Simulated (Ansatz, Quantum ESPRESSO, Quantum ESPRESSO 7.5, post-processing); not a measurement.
# Conductance against width: vacuum gaps between two Mo(110) faces

Aim: how the conductance falls as the barrier grows, for vacuum gaps between two Mo(110) faces.

Method: plane-wave DFT, PBE, PseudoDojo norm-conserving pseudopotentials (cross-check by Ansatz 0.2.0 with PAW datasets), in Quantum ESPRESSO 7.5.

**1. Starting point**

The cell holds 16 atoms: 16 Mo. Its edges and angles: a = 3.160 Å, b = 2.737 Å, c = 38.017 Å, α = 90.0°, β = 90.0°, γ = 54.7°. It derives from Mo. Regions: left lead, 8 atoms (8 Mo); right lead, 8 atoms (8 Mo). The structure is stacked along c, and the current runs across the ab planes.

**2. Self-consistent run, 4.5 Å**

One periodic cell holds a stretch of lead, the junction and more lead; the atoms stay as built.

j0.scf.in

```
&control
  prefix = 'j0.scf'
  outdir = './out'
  pseudo_dir = './pseudo'
  calculation = 'scf'
  tprnfor = .true.
/
&system
  ibrav = 0
  nat = 16
  ntyp = 1
  ecutwfc = 72
  ecutrho = 288
  occupations = 'smearing'
  smearing = 'mv'
  degauss = 0.01
/
&electrons
  conv_thr = 1e-07
  mixing_beta = 0.25
  electron_maxstep = 120
  mixing_mode = 'local-TF'
/
ATOMIC_SPECIES
  Mo  95.9500  Mo.dojo-sr-pbe-0.4.1-standard.upf
CELL_PARAMETERS angstrom
  3.16000000000000 0.00000000000000 0.00000000000000
  1.58000000000000 2.23445742854949 0.00000000000000
  0.00000000000000 0.00000000000000 38.01686142824235
ATOMIC_POSITIONS crystal
  Mo  0.000000000000 0.000000000000 0.000000000000
  Mo  0.500000000000 0.000000000000 0.058775431338
  Mo  0.000000000000 0.000000000000 0.117550862675
  Mo  0.500000000000 0.000000000000 0.176326294013
  Mo  0.000000000000 0.000000000000 0.235101725351
  Mo  0.500000000000 0.000000000000 0.293877156688
  Mo  0.000000000000 0.000000000000 0.352652588026
  Mo  0.500000000000 0.000000000000 0.411428019364
  Mo  0.000000000000 0.000000000000 0.529796549299
  Mo  0.500000000000 0.000000000000 0.588571980636
  Mo  0.000000000000 0.000000000000 0.647347411974
  Mo  0.500000000000 0.000000000000 0.706122843312
  Mo  0.000000000000 0.000000000000 0.764898274649
  Mo  0.500000000000 0.000000000000 0.823673705987
  Mo  0.000000000000 0.000000000000 0.882449137325
  Mo  0.500000000000 0.000000000000 0.941224568662
K_POINTS automatic
  9 11 1 0 0 0
```

The run is started by

```bash
$ OMP_NUM_THREADS=1 mpirun -n 8 pw.x -nk 4 -in j0.scf.in > j0.scf.out
```

The runs that follow: the open system, 4.5 Å; cross-check with Ansatz, 4.5 Å; ground state, 5.5 Å; transmission with pwcond.x, 5.5 Å; the same in Ansatz, 5.5 Å; SCF with pw.x, 6.5 Å; transmission with pwcond.x, 6.5 Å; cross-check with Ansatz, 6.5 Å; SCF with pw.x, 7.5 Å; transmission with pwcond.x, 7.5 Å; the same in Ansatz, 7.5 Å; the series side by side; the arithmetic. Settings of the main run: cutoff 72 Ry, smearing, Marzari-Vanderbilt smearing, smearing width 0.01 Ry, SCF threshold 1.00e-7 Ry, dojo-sr-pbe-0.4.1-standard potentials, 9×11×1 k-mesh, mpi ranks 8, pools 4, omp threads 1, barrier 4.5 Å.

**Question.** What will these runs give for the conductance a cell at 4.5 Å, conductance a cell at 7.5 Å and fall of ln T per Å over the last interval?

The conductance goes from 0.141 G₀ at 4.5 Å to 0.0380 G₀ at 7.5 Å (PBE, PseudoDojo norm-conserving). Interval by interval ln T falls by 0.12, 0.09 and 1.10 per Å: the decay still steepens, so it isn't yet a plain exponential. Even at the widest gap some points across still pass up to 0.45, so the fall of the mean gives no barrier height.

```
conductance a cell at 4.5 Å               : 0.141 G₀
conductance a cell at 5.5 Å               : 0.125 G₀
conductance a cell at 6.5 Å               : 0.114 G₀
conductance a cell at 7.5 Å               : 0.0380 G₀
fall of ln T per Å over the last interval : 1.10
```

Ansatz follows the series within a factor of 1.06. Points with over 2.5 times the mean carry up to 96 % of T, so the means lean on few points, and the mesh was not tested. The geometries are as built, not relaxed, and the leads are short. Semilocal functionals lack the image potential in a vacuum gap.

[Logs are printed without paths, hosts, clocks, repeated set-up lines and the standing remarks that a program may print on its own settings, such as how far it seeks lower states.]

[Hosts, paths, dates, database ids (printed as entryN), source tags and the programs' standing remarks are cut or masked in the printed files.]

[Maps of the electrostatic potential energy from Ansatz leave out the sawtooth potential of an applied field or a dipole correction, so their vacuum need not be flat; planar profiles and work functions include it.]
